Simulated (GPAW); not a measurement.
# A Ti chain with an O atom on top of one atom: relaxation, then transmission at several levels, part 2 of 2

How well does a Ti chain with an O atom on top of one atom conduct once its atoms have relaxed, and how much do cheaper levels lose?

GPAW 26.7.0; GPAW LCAO, PAW setups; relaxation of the junction within the symmetry of its start, lead ends held (the session's first sound run).

So far, transmission at the Fermi level (one spin): step 3 (double-zeta polarised basis, PBE, GPAW) 1.25; step 4 (basis szp(dzp), PBE, GPAW) 1.19; step 5 (basis sz(dzp), PBE, GPAW) 1.19; step 6 (LDA) 1.24; step 7 (the structure as built: geometry = "as built", PBE, GPAW) 2.75.

### Step 9. Comparison

The curves are compared point by point over the common energies.

This step: comparison of transmission and cost over codes, levels and geometry (GPAW 26.7.0).

Ladder, by row:

| step | code | T at the Fermi level (sum over the listed spins) | conductance (G0) | r.m.s. T(E) from the first | wall time (s) | peak memory (GiB) | threads |
| --- | --- | --- | --- | --- | --- | --- | --- |
| dzp | GPAW | 1.253 | 1.293 | 0 | 409.6 | 2.21 | 1 |
| szp | GPAW | 1.192 | 1.202 | 0.3045 | 245.2 | 2.11 | 1 |
| sz | GPAW | 1.19 | 1.199 | 0.4149 | 169.1 | 2 | 1 |
| dzp-LDA | GPAW | 1.237 | 1.303 | 0.144 | 378.4 | 2.21 | 1 |
| asbuilt | GPAW | 2.749 | 2.765 | 1.096 | 407.2 | 2.21 | 1 |

Table of transmission, zone mean, sum over the listed spins by energy, zero at the Fermi level:

| energy (eV) | dzp | szp | sz | dzp-LDA | asbuilt |
| --- | --- | --- | --- | --- | --- |
| -2.000 | 0.457 | 0.650 | 0.793 | 0.405 | 0.874 |
| -1.800 | 0.778 | 0.884 | 0.961 | 0.736 | 0.904 |
| -1.600 | 0.968 | 0.989 | 0.996 | 0.959 | 0.921 |
| -1.400 | 0.989 | 0.977 | 0.949 | 0.989 | 0.928 |
| -1.200 | 0.896 | 0.885 | 0.867 | 0.889 | 1.89 |
| -1.000 | 0.858 | 0.915 | 0.806 | 0.796 | 2.02 |
| -0.800 | 1.65 | 1.67 | 1.66 | 1.62 | 2.33 |
| -0.600 | 1.13 | 1.12 | 1.17 | 1.03 | 2.47 |
| -0.550 | 1.98 | 1.44 | 1.17 | 1.23 | 2.49 |
| -0.525 | 1.16 | 1.32 | 1.06 | 1.82 | 2.50 |
| -0.400 | 0.932 | 1.03 | 1.06 | 0.880 | 2.56 |
| -0.200 | 1.03 | 1.30 | 1.34 | 1.05 | 2.66 |
| 0.000 | 1.25 | 1.19 | 1.19 | 1.24 | 2.75 |
| 0.200 | 2.73 | 2.68 | 2.65 | 2.71 | 2.88 |
| 0.300 | 2.96 | 3.00 | 3.06 | 2.97 | 2.88 |
| 0.400 | 2.93 | 2.90 | 2.64 | 2.96 | 2.89 |
| 0.450 | 2.99 | 2.67 | 2.29 | 3.04 | 2.89 |
| 0.475 | 2.97 | 2.50 | 2.09 | 3.05 | 2.89 |
| 0.600 | 2.44 | 1.41 | 1.03 | 2.57 | 2.89 |
| 0.750 | 1.65 | 1.68 | 1.13 | 1.62 | 2.91 |
| 0.800 | 0.963 | 0.794 | 1.17 | 0.958 | 2.91 |
| 1.000 | 0.503 | 0.480 | 0.467 | 0.444 | 2.85 |
| 1.200 | 0.375 | 0.392 | 0.363 | 0.331 | 1.88 |
| 1.400 | 0.387 | 0.545 | 0.393 | 0.375 | 1.84 |
| 1.475 | 1.29 | 0.805 | 0.526 | 0.631 | 1.85 |
| 1.575 | 1.17 | 0.863 | 1.00 | 1.04 | 1.41 |
| 1.600 | 0.922 | 0.816 | 1.35 | 0.748 | 1.16 |
| 1.625 | 0.711 | 1.10 | 1.79 | 0.605 | 1.01 |
| 1.800 | 0.0221 | 0.0972 | 0.0713 | 0.0485 | 0.959 |
| 2.000 | 0.0313 | 0.0322 | 0.166 | 0.00827 | 1.05 |

### Step 10. Mixing 0.02, functional revPBE

Mixing changes the road to self-consistency, not its end. The mixing history changes the road to self-consistency, not its end. The functional moves levels against the Fermi level. The lead's own mesh along the current sets its density and potential; where the lead is aligned to the junction's end layer, a rigid shift drops out.

This step: GPAW LCAO, PAW setups; Landauer transmission from Green's functions with principal layers (ASE), zero bias (GPAW 26.7.0).

Input file run.py:

```python
import json
import numpy as np
from ase import Atoms
from ase.transport.calculators import TransportCalculator
from gpaw import GPAW, FermiDirac
from gpaw.lcao.tools import get_lcao_hamiltonian
from scipy.linalg import eigh

# The junction with lead layers at both ends, along the third cell vector
device = Atoms(
    ['Ti', 'Ti', 'Ti', 'Ti', 'Ti', 'Ti', 'Ti', 'Ti', 'Ti', 'O', 'Ti', 'Ti', 'Ti', 'Ti', 'Ti', 'Ti', 'Ti', 'Ti'],
    positions=[
        [4.50000, 4.50000, 1.15000],
        [4.50000, 4.50000, 3.45000],
        [4.50000, 4.50000, 5.75000],
        [4.50000, 4.50000, 8.05000],
        [4.50000, 4.50000, 10.35000],
        [4.50000, 4.50000, 12.65000],
        [4.50000, 4.50000, 14.95000],
        [5.15019, 4.50000, 17.66923],
        [3.86138, 4.50000, 19.55000],
        [5.79064, 4.50000, 19.55000],
        [5.15019, 4.50000, 21.43077],
        [4.50000, 4.50000, 24.15000],
        [4.50000, 4.50000, 26.45000],
        [4.50000, 4.50000, 28.75000],
        [4.50000, 4.50000, 31.05000],
        [4.50000, 4.50000, 33.35000],
        [4.50000, 4.50000, 35.65000],
        [4.50000, 4.50000, 37.95000]],
    cell=[[9.0, 0.0, 0.0], [0.0, 9.0, 0.0], [0.0, 0.0, 39.1]],
    pbc=True)

# One principal layer of the lead: the first 5 atoms of the device
lead = Atoms(
    ['Ti', 'Ti', 'Ti', 'Ti', 'Ti'],
    positions=[
        [4.50000, 4.50000, 1.15000],
        [4.50000, 4.50000, 3.45000],
        [4.50000, 4.50000, 5.75000],
        [4.50000, 4.50000, 8.05000],
        [4.50000, 4.50000, 10.35000]],
    cell=[[9.0, 0.0, 0.0], [0.0, 9.0, 0.0], [0.0, 0.0, 11.5]],
    pbc=True)

settings = dict(mode='lcao', basis='dzp', xc='revPBE', h=0.18,
                occupations=FermiDirac(0.1), maxiter=250,
                mixer=dict(beta=0.02, nmaxold=5, weight=100.0),
                convergence=dict(density=0.0001))
energies = np.arange(-2, 2 + 1e-9, 0.025)
eta = 0.0001
n1, n2 = 1, 1
# k and -k transmit alike, so half of the mesh across the current serves
mesh = [(i, j) for i in range(n1) for j in range(n2) if (i, j) <= (-i % n1, -j % n2)]
weights = np.array([1 if (i, j) == (-i % n1, -j % n2) else 2 for i, j in mesh]) / (n1 * n2)

# [... helper functions left out ...]
fermi_lead = ground_state(lead, (1, 1, 4), 'lead.txt')
fermi_device = ground_state(device, (1, 1, 2), 'device.txt')
# [... loop over the mesh left out, but for ...]
        # Shift the lead onto the potential of the device's first layer
        shift = ((H[:, 0, 0] - H0[:, 0, 0]) / S0[0, 0]).real.mean()
# [...]
kT = 8.617333e-5 * 300
bias = [0.1, 0.2, 0.5, 1.0, 1.5, 2.0]
# [... integrals and printing left out ...]
```

Started as:

```bash
> OMP_NUM_THREADS=1 OPENBLAS_NUM_THREADS=1 python run.py
```

It took 8.7 min on 1 thread of Arm Neoverse V1, shared host; peak memory 2 GiB.

The run finished with changed settings (beta = 0.02, nmaxold = 5, xc = "revPBE" and lead_nz = 4); it serves as a test.

Side by side:

| quantity | this run | sound run | difference |
| --- | --- | --- | --- |
| conductance (G₀) | 1.2972 | 1.2929 | 0.00428 |
| largest coupling past the next principal layer (eV) | 1.747e-7 | 1.944e-7 | -2.0e-8 |
| largest misfit of the first principal layer (eV) | 0.036230 | 0.038844 | -0.00261 |
| shift that aligns the lead (eV) | -0.013004 | 7.571e-4 | -0.0138 |
| transmission at the Fermi level (one spin) | 1.2587 | 1.2526 | 0.00602 |

### Step 11. What came out

| Item | Value |
| --- | --- |
| conductance | 1.29 G₀ |
| transmission at the Fermi level, mean of the spins | 1.25 |

In words: In the dzp basis the junction conducts 1.29 G₀ at 300 K, with T = 1.25 a spin at the Fermi level; the sz basis reaches that conductance within 10 %. Relaxation moved atoms by up to 0.77 Å and took the conductance from 2.76 to 1.29 G₀, as a ratio a larger change than the step from dzp to the minimal basis. At the Fermi level the three most open eigenchannels pass 0.86, 0.35 and 0.028. Measured against the first run (dzp), the nearest curve is that of dzp-LDA (r.m.s. 0.14) and the farthest that of asbuilt (1.1). Over the compared runs wall time goes from 169 s (sz) to 410 s (dzp), on a shared host. The leads kept an estimated spacing and the cell its length, so the junction may be under some tension or compression. The geometry comes from the orbital basis, which tends to overbind, and kept the symmetry of the start, so a structure of lower symmetry may lie lower. The run had no spin polarisation, so a magnetic state, which chains and small molecules with open shells often have, wasn't tested. An evenly spaced straight chain is an idealisation: free chains tend to dimerise, zigzag or, where a band edge lies near the Fermi level, turn magnetic. The currents use the zero-bias T(E) throughout, which holds only while the bias is small against the distance to the nearest feature. Within about eight thermal energies of the Fermi level ln T(E) bends sharply from one computed energy to the next, or the lead's channel count changes, so the thermal averages, above all the thermopower, rest on an interpolation that may be rough.

[Logs are printed without paths, hosts, clocks, repeated set-up lines and the standing remarks that a program may print on its own settings, such as how far it seeks lower states.]

[Hosts, paths, dates, database ids (printed as entryN), source tags and the programs' standing remarks are cut or masked in the printed files.]
